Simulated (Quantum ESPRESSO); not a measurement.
## MgO (001), rock salt: the electronic dielectric constant against in-plane strain

How does ε∞, from linear response (ph.x, fixed occupations, ions clamped), follow the in-plane strain?

Calculated with Quantum ESPRESSO 7.5, PBEsol, GBRV 1.5 ultrasoft potentials, cutoff 680 eV, Fermi–Dirac smearing 0.02 eV, k-mesh 9×9×7, no spin polarisation, no spin-orbit coupling.

| in-plane strain (%) | V (Å³/atom) | ε_xx | ε_yy | ε_zz | mean | gap (eV) |
| --- | --- | --- | --- | --- | --- | --- |
| −3 | 8.976 | 3.157 | 3.157 | 3.274 | 3.196 | 4.982 |
| −1 | 9.224 | 3.213 | 3.213 | 3.251 | 3.226 | 4.763 |
| 0 | 9.352 | 3.242 | 3.242 | 3.241 | 3.242 | 4.653 |
| 1 | 9.483 | 3.271 | 3.271 | 3.233 | 3.259 | 4.506 |
| 2 | 9.616 | 3.301 | 3.301 | 3.226 | 3.276 | 4.359 |
| 3 | 9.752 | 3.332 | 3.332 | 3.219 | 3.294 | 4.212 |

**Question.** Give the mean ε∞ and the long-wavelength refractive index at x = -2, a row left out above (x is the first column).

Least squares with ε = e0 + e1 x + e2 x² gives e0 = 3.2421, e1 = 0.016343 and e2 = 0.0003214. At x = -2 this is 3.211, so n = √ε = 1.792 as an average over directions. The run itself gives 3.210, so the estimate misses by 0.001, a rounding's worth.

Along the table the mean ε∞ rises wherever the smallest gap falls, which need not be its cause. Semilocal functionals tend to give ε∞ too large, the k-mesh wasn't converged for it (a zone-centred mesh of this size overestimates it where the gap is small), and polar lattice vibrations add to the static constant, which isn't calculated here.
